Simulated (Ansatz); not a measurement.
## MoS2 (P6_3/mmc): refractive index against wavelength

The refractive index of MoS2 (P6_3/mmc) along x below the direct gap (1.65 eV on the mesh) is read from one computed spectrum, n = √(Re ε). x, y and z are the Cartesian axes of the input cell.

It takes space group P6_3/mmc (No. 194, hexagonal). Conventional cell: a = 3.169 Å, b = 3.169 Å, c = 12.324 Å, α = 90.00°, β = 90.00°, γ = 120.00°. Around Mo on site c lie 6 S at 2.41 Å. S on site f is surrounded by 3 Mo at 2.41 Å.

Method: Ansatz 0.2.0, PBE, independent particles, k-mesh 9×9×2 with interpolation inside its cells, Gaussian parameter 0.15 eV.

Launch of the response step: `ansatz run input.yaml --threads 4 --pin off --max-ram 8192MiB --backend cpu --events-out ev --progress --plain --runs-dir out`. The run took 55 s, on 4 threads of Arm Neoverse V2, on a shared host.

| wavelength (nm) | photon energy E (eV) | n |
| --- | --- | --- |
| 3000 | 0.413 | 4.0574 |
| 2000 | 0.620 | 4.1014 |
| 1550 | 0.800 | 4.1578 |
| 1310 | 0.946 | 4.2196 |
| 1064 | 1.165 | ? |

In the single-oscillator model n² − 1 = E₀E_d/(E₀² − E²), so 1/(n² − 1) = E₀/E_d − E²/(E₀E_d) is linear in E².

Working, on the rows shown:

| x = E² (eV²) | y = 1/(n² − 1) |
| --- | --- |
| 0.170801 | 0.0646726 |
| 0.384302 | 0.0632052 |
| 0.639837 | 0.0613975 |
| 0.895757 | 0.059506 |

Means: x̄ = 0.52267, ȳ = 0.062195. Σ(x − x̄)(y − ȳ) = -0.002108, Σ(x − x̄)² = 0.2959. Slope = -0.002108 / 0.2959 = -0.007125; intercept = ȳ − slope · x̄ = 0.06592. Turned back into n, the line misses the rows shown by at most 0.0012.

Q: Predict the last column of the withheld row from the fit.

A: At x = 1.3578 the line gives y = 0.056244, that is 4.3335. The run gave 4.3488, so the extrapolation is off by 0.015, 5 % of the range in the table.

Refitted with all rows, the slope is -0.007451 and the intercept 0.066061. These give E₀ = √(intercept/−slope) = 2.98 eV and E_d = E₀/intercept = 45.1 eV; E₀ is 1.8 times the direct gap. The electronic limit at long wavelengths, without lattice vibrations, is n = √(1 + 1/intercept) = 4.017. The cell comes from an older database entry, whose edges can be off by a per cent or so. Excitons are left out and so are local fields; PBE gaps are as a rule too small. Spin-orbit coupling is left out.
